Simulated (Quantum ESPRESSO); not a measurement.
# Collinear magnetic orders of NiSO4 with Quantum ESPRESSO

Does NiSO4 prefer parallel or opposed moments?

Method: LDA with U = 6 eV on Ni d (ortho-atomic projectors); plane waves with GBRV 1.5 LDA potentials, no spin-orbit coupling, in Quantum ESPRESSO 7.5.

## Step 1: The structure

Symmetry: Cmcm, No. 63, orthorhombic system. The conventional cell has a = 5.155 Å, b = 7.842 Å, c = 6.338 Å, α = 90.00°, β = 90.00°, γ = 90.00°. Ni has 6 O at 1.99 to 2.05 Å nearest. Nearest to S lie 4 O at 1.53 to 1.60 Å. Nearest to O lie 1 S at 1.53 Å and 1 Ni at 1.99 Å. Nearest to O lie 1 S at 1.60 Å and 2 Ni at 2.05 Å. Farther neighbours and most contacts between anions are not listed.

The cell comes from the Crystallography Open Database.

## Step 2: Start 1: ferro ++

The signs are those of the starting moments on the seeded atoms, the atoms that are given a moment.

Contents of pw.in:

```
&CONTROL
  calculation = 'scf'
  prefix = 'pwscf'
  outdir = './tmp'
  pseudo_dir = './pseudo'
  disk_io = 'nowf'
/
&SYSTEM
  ibrav = 0
  celldm(1) = 8
  nat = 12
  ntyp = 3
  ecutwfc = 40
  ecutrho = 280
  nbnd = 65
  occupations = 'smearing'
  smearing = 'fd'
  degauss = 0.00367493
  nspin = 2
  starting_magnetization(1) = 0.1111
  starting_magnetization(2) = 0
  starting_magnetization(3) = 0
/
&ELECTRONS
  conv_thr = 2.4d-08
  electron_maxstep = 150
  mixing_beta = 0.3
/
ATOMIC_SPECIES
Ni     58.6934 ni_lda_v1.4.uspp.F.UPF
S      32.0600 s_lda_v1.4.uspp.F.UPF
O      15.9990 o_lda_v1.2.uspp.F.UPF
CELL_PARAMETERS alat
   0.6088461357779   -0.9262020168322    0.0000000000000
   0.6088461357779    0.9262020168322    0.0000000000000
   0.0000000000000    0.0000000000000    1.4971355222348
ATOMIC_POSITIONS crystal
Ni      0.0000000000    0.0000000000    0.0000000000
Ni      0.0000000000    0.0000000000    0.5000000000
S       0.6400000000    0.3600000000    0.2500000000
S       0.3600000000    0.6400000000    0.7500000000
O       0.7500000000    0.2500000000    0.0500000000
O       0.2500000000    0.7500000000    0.5500000000
O       0.2500000000    0.7500000000    0.9500000000
O       0.7500000000    0.2500000000    0.4500000000
O       0.7700000000    0.7300000000    0.2500000000
O       0.2300000000    0.2700000000    0.7500000000
O       0.7300000000    0.7700000000    0.7500000000
O       0.2700000000    0.2300000000    0.2500000000
K_POINTS automatic
6 6 6 0 0 0
HUBBARD {ortho-atomic}
U Ni-3d 6.0000
```

Started as:

```
$ OMP_NUM_THREADS=1 mpirun -n 4 pw.x -nk 4 -in pw.in > pw.out
```

What it wrote:

```text
Program PWSCF v.7.5 starts

     Message from routine setup:
     using ibrav=0 with symmetry is DISCOURAGED, use correct ibrav instead

     K-points division:     npool     =       4
     Subspace diagonalization in iterative solution of the eigenvalue problem:

     G-vector sticks info
     --------------------
     sticks:   dense  smooth     PW     G-vecs:    dense   smooth      PW
     Sum        1607     911    279                68401    29479    5077

     Using Slab Decomposition

     bravais-lattice index     =            0
     lattice parameter (alat)  =       8.0000  a.u.
     unit-cell volume          =     864.5186 (a.u.)^3
     number of atoms/cell      =           12
     number of atomic types    =            3
     number of electrons       =        96.00
     number of Kohn-Sham states=           65
     kinetic-energy cutoff     =      40.0000  Ry
     charge density cutoff     =     280.0000  Ry
     scf convergence threshold =      2.4E-08
     mixing beta               =       0.3000
     number of iterations used =            8  plain     mixing
     Exchange-correlation= SLA  PZ   NOGX NOGC
                           (   1   1   0   0   0   0   0)
     Hubbard projectors: ortho-atomic
     Hubbard parameters of DFT+U (Dudarev formulation) in eV:
     U(Ni-3d) =  6.0000

     Internal variables: lda_plus_u =T, lda_plus_u_kind = 0

     Internal variables: orbital_resolved =F, hub_pot_fix =F, apply_U = F

     celldm(1)=   8.000000  celldm(2)=   0.000000  celldm(3)=   0.000000
     celldm(4)=   0.000000  celldm(5)=   0.000000  celldm(6)=   0.000000

     crystal axes: (cart. coord. in units of alat)
               a(1) = (   0.608846  -0.926202   0.000000 )
               a(2) = (   0.608846   0.926202   0.000000 )
               a(3) = (   0.000000   0.000000   1.497136 )

     reciprocal axes: (cart. coord. in units 2 pi/alat)
               b(1) = (  0.821226 -0.539839  0.000000 )
               b(2) = (  0.821226  0.539839 -0.000000 )
               b(3) = ( -0.000000  0.000000  0.667942 )

     PseudoPot. # 1 for Ni read from file:
     ni_lda_v1.4.uspp.F.UPF
     Pseudo is Ultrasoft + core correction, Zval = 18.0
     Generated by new atomic code, or converted to UPF format
     Using radial grid of  865 points,  6 beta functions with:
                l(1) =   0
                l(2) =   0
                l(3) =   1
                l(4) =   1
                l(5) =   2
                l(6) =   2
     Q(r) pseudized with 10 coefficients,  rinner =    0.980   0.980   0.980
                                                       0.980   0.980

     PseudoPot. # 2 for S  read from file:
     s_lda_v1.4.uspp.F.UPF
     Pseudo is Ultrasoft + core correction, Zval =  6.0
     Generated by new atomic code, or converted to UPF format
     Using radial grid of  907 points,  6 beta functions with:
                l(1) =   0
                l(2) =   0
                l(3) =   1
                l(4) =   1
                l(5) =   2
                l(6) =   2
     Q(r) pseudized with  8 coefficients,  rinner =    1.300   1.300   1.300
                                                       1.300   1.300

     PseudoPot. # 3 for O  read from file:
     o_lda_v1.2.uspp.F.UPF
     Pseudo is Ultrasoft + core correction, Zval =  6.0
     Generated by new atomic code, or converted to UPF format
     Using radial grid of  737 points,  5 beta functions with:
                l(1) =   0
                l(2) =   0
                l(3) =   1
                l(4) =   1
                l(5) =   2
     Q(r) pseudized with  8 coefficients,  rinner =    0.900   0.900   0.900
                                                       0.900   0.900

     atomic species   valence    mass     pseudopotential
     Ni               18.00    58.69340     Ni( 1.00)
     S                 6.00    32.06000     S ( 1.00)
     O                 6.00    15.99900     O ( 1.00)

     Starting magnetic structure
     atomic species   magnetization
     Ni              0.111
     S               0.000
     O               0.000

      8 Sym. Ops., with inversion, found ( 4 have fractional translation)

   Cartesian axes

     site n.     atom                  positions (alat units)
         1        Ni     tau(   1) = (   0.0000000   0.0000000   0.0000000  )
         2        Ni     tau(   2) = (   0.0000000   0.0000000   0.7485678  )
         3        S      tau(   3) = (   0.6088461  -0.2593366   0.3742839  )
         4        S      tau(   4) = (   0.6088461   0.2593366   1.1228516  )
         5        O      tau(   5) = (   0.6088461  -0.4631010   0.0748568  )
         6        O      tau(   6) = (   0.6088461   0.4631010   0.8234245  )
         7        O      tau(   7) = (   0.6088461   0.4631010   1.4222787  )
         8        O      tau(   8) = (   0.6088461  -0.4631010   0.6737110  )
         9        O      tau(   9) = (   0.9132692  -0.0370481   0.3742839  )
        10        O      tau(  10) = (   0.3044231   0.0370481   1.1228516  )
        11        O      tau(  11) = (   0.9132692   0.0370481   1.1228516  )
        12        O      tau(  12) = (   0.3044231  -0.0370481   0.3742839  )

     number of k points=    52  Fermi-Dirac smearing, width (Ry)=  0.0037
                       cart. coord. in units 2pi/alat
        k(    1) = (   0.0000000   0.0000000   0.0000000), wk =   0.0046296
        k(    2) = (   0.0000000   0.0000000   0.1113237), wk =   0.0092593
        k(    3) = (   0.0000000   0.0000000   0.2226474), wk =   0.0092593
        k(    4) = (   0.0000000   0.0000000  -0.3339711), wk =   0.0046296
        k(    5) = (   0.1368709   0.0899732   0.0000000), wk =   0.0185185
        [... 47 further k-points ...]

     Dense  grid:    68401 G-vectors     FFT dimensions: (  48,  48,  64)

     Smooth grid:    29479 G-vectors     FFT dimensions: (  36,  36,  50)

     Check: negative core charge=   -0.000007
     Generating pointlists ...
     new r_m :   0.1935 (alat units)  1.5481 (a.u.) for type    1
     new r_m :   0.1494 (alat units)  1.1952 (a.u.) for type    2
     new r_m :   0.1494 (alat units)  1.1952 (a.u.) for type    3

     Initial potential from superposition of free atoms

     starting charge      91.9999, renormalised to      96.0000

     STARTING HUBBARD OCCUPATIONS:

     =================== HUBBARD OCCUPATIONS ===================
     ------------------------ ATOM    1 ------------------------
     Tr[ns(  1)] (up, down, total) =   5.00000  3.00000  8.00000
     Atomic magnetic moment for atom   1 =   2.00000
     [... lines left out ...]
     ------------------------ ATOM    2 ------------------------
     Tr[ns(  2)] (up, down, total) =   5.00000  3.00000  8.00000
     Atomic magnetic moment for atom   2 =   2.00000
     [... lines left out ...]
     Number of occupied Hubbard levels =   16.0000

     Atomic wfc used for Hubbard projectors are orthogonalized

     Starting wfcs are   66 randomized atomic wfcs

     Self-consistent Calculation

     iteration #  1     ecut=    40.00 Ry     beta= 0.30
     Davidson diagonalization with overlap
     ethr =  1.00E-02,  avg # of iterations =  5.0

     =================== HUBBARD OCCUPATIONS ===================
     ------------------------ ATOM    1 ------------------------
     Tr[ns(  1)] (up, down, total) =   4.76220  2.48407  7.24627
     Atomic magnetic moment for atom   1 =   2.27813
     [... lines left out ...]
     ------------------------ ATOM    2 ------------------------
     Tr[ns(  2)] (up, down, total) =   4.76220  2.48407  7.24627
     Atomic magnetic moment for atom   2 =   2.27813
     [... lines left out ...]
     Number of occupied Hubbard levels =   14.4925

     total energy              =    -990.05473403 Ry
     estimated scf accuracy    <       9.93005539 Ry

     total magnetization       =     4.44 Bohr mag/cell
     absolute magnetization    =     4.98 Bohr mag/cell

     iteration #  2     ecut=    40.00 Ry     beta= 0.30
     Davidson diagonalization with overlap
     ethr =  1.00E-02,  avg # of iterations =  2.2

     total energy              =    -992.20935168 Ry
     estimated scf accuracy    <       1.40466479 Ry

     total magnetization       =     3.98 Bohr mag/cell
     absolute magnetization    =     4.04 Bohr mag/cell

     iteration #  3     ecut=    40.00 Ry     beta= 0.30
     Davidson diagonalization with overlap
     ethr =  1.46E-03,  avg # of iterations =  2.0

     total energy              =    -992.40593525 Ry
     estimated scf accuracy    <       0.16029944 Ry

     total magnetization       =     4.00 Bohr mag/cell
     absolute magnetization    =     4.08 Bohr mag/cell

     [... further iterations left out ...]

     iteration # 14     ecut=    40.00 Ry     beta= 0.30
     Davidson diagonalization with overlap
     ethr =  8.69E-10,  avg # of iterations =  2.0

     total energy              =    -992.43698399 Ry
     estimated scf accuracy    <       0.00000027 Ry

     total magnetization       =     4.00 Bohr mag/cell
     absolute magnetization    =     4.08 Bohr mag/cell

     iteration # 15     ecut=    40.00 Ry     beta= 0.30
     Davidson diagonalization with overlap
     ethr =  2.86E-10,  avg # of iterations =  2.0

     total energy              =    -992.43698431 Ry
     estimated scf accuracy    <       0.00000009 Ry

     total magnetization       =     4.00 Bohr mag/cell
     absolute magnetization    =     4.08 Bohr mag/cell

     iteration # 16     ecut=    40.00 Ry     beta= 0.30
     Davidson diagonalization with overlap
     ethr =  9.29E-11,  avg # of iterations =  1.4

     total energy              =    -992.43698428 Ry
     estimated scf accuracy    <       0.00000004 Ry

     total magnetization       =     4.00 Bohr mag/cell
     absolute magnetization    =     4.08 Bohr mag/cell

     iteration # 17     ecut=    40.00 Ry     beta= 0.30
     Davidson diagonalization with overlap
     ethr =  4.64E-11,  avg # of iterations =  2.0

     Magnetic moment per site  (integrated on atomic sphere of radius R)
     atom   1 (R=0.194)  charge= 15.3604  magn=  1.6978
     atom   2 (R=0.194)  charge= 15.3604  magn=  1.6978
     atom   3 (R=0.149)  charge=  1.3729  magn=  0.0103
     atom   4 (R=0.149)  charge=  1.3729  magn=  0.0103
     atom   5 (R=0.149)  charge=  4.1933  magn=  0.0266
     atom   6 (R=0.149)  charge=  4.1933  magn=  0.0266
     atom   7 (R=0.149)  charge=  4.1933  magn=  0.0266
     atom   8 (R=0.149)  charge=  4.1933  magn=  0.0266
     atom   9 (R=0.149)  charge=  4.1756  magn=  0.0602
     atom  10 (R=0.149)  charge=  4.1756  magn=  0.0602
     atom  11 (R=0.149)  charge=  4.1756  magn=  0.0602
     atom  12 (R=0.149)  charge=  4.1756  magn=  0.0602

     End of self-consistent calculation

     =================== HUBBARD OCCUPATIONS ===================
     ------------------------ ATOM    1 ------------------------
     Tr[ns(  1)] (up, down, total) =   4.97126  3.23316  8.20442
     Atomic magnetic moment for atom   1 =   1.73810
     [... lines left out ...]
     ------------------------ ATOM    2 ------------------------
     Tr[ns(  2)] (up, down, total) =   4.97126  3.23316  8.20442
     Atomic magnetic moment for atom   2 =   1.73810
     [... lines left out ...]
     Number of occupied Hubbard levels =   16.4088

     Number of k-points >= 100: set verbosity='high' to print the bands.

     the Fermi energy is     7.7904 ev

!    total energy              =    -992.43698443 Ry
     estimated scf accuracy    <       0.00000001 Ry
     smearing contrib. (-TS)   =      -0.00000000 Ry
     internal energy E=F+TS    =    -992.43698443 Ry

     The total energy is F=E-TS. E is the sum of the following terms:
     one-electron contribution =    -700.53735479 Ry
     hartree contribution      =     397.00950738 Ry
     xc contribution           =    -144.53258408 Ry
     ewald contribution        =    -544.50167412 Ry
     Hubbard energy            =       0.12512117 Ry

     total magnetization       =     4.00 Bohr mag/cell
     absolute magnetization    =     4.08 Bohr mag/cell

     convergence has been achieved in  17 iterations

=------------------------------------------------------------------------------=
   JOB DONE.
=------------------------------------------------------------------------------=
```

Wall time 1.8 min (4 MPI ranks of AMD EPYC 9R14 (Zen 4), shared host); peak memory 1.2 GiB.

Spin moment in the atom's sphere by atom:

| atom | spin moment in the atom's sphere (μB) |
| --- | --- |
| Ni1 | 1.70 |
| Ni2 | 1.70 |
| S3 | 0.01 |
| S4 | 0.01 |
| O5 | 0.03 |
| O6 | 0.03 |
| O7 | 0.03 |
| O8 | 0.03 |
| O9 | 0.06 |
| O10 | 0.06 |
| O11 | 0.06 |
| O12 | 0.06 |

Numbers from this step:

* smearing term TS: 3.62e-12 eV
* magnetization: 4 μB
* absolute magnetization: 4.077 μB
* final state: ferromagnetic

(Continued in part 2 of 3.)

[Logs and program files are shortened in this print: banners, set-up blocks, solver, clock and traceback lines can be left out without a mark of their own.]

[Logs are printed without paths, hosts, clocks, repeated set-up lines and the standing remarks that a program may print on its own settings, such as how far it seeks lower states.]

[Hosts, paths, dates, database ids (printed as entryN), source tags and the programs' standing remarks are cut or masked in the printed files.]

[Where a cell is said to come from a database of computed structures, the database is the Materials Project.]
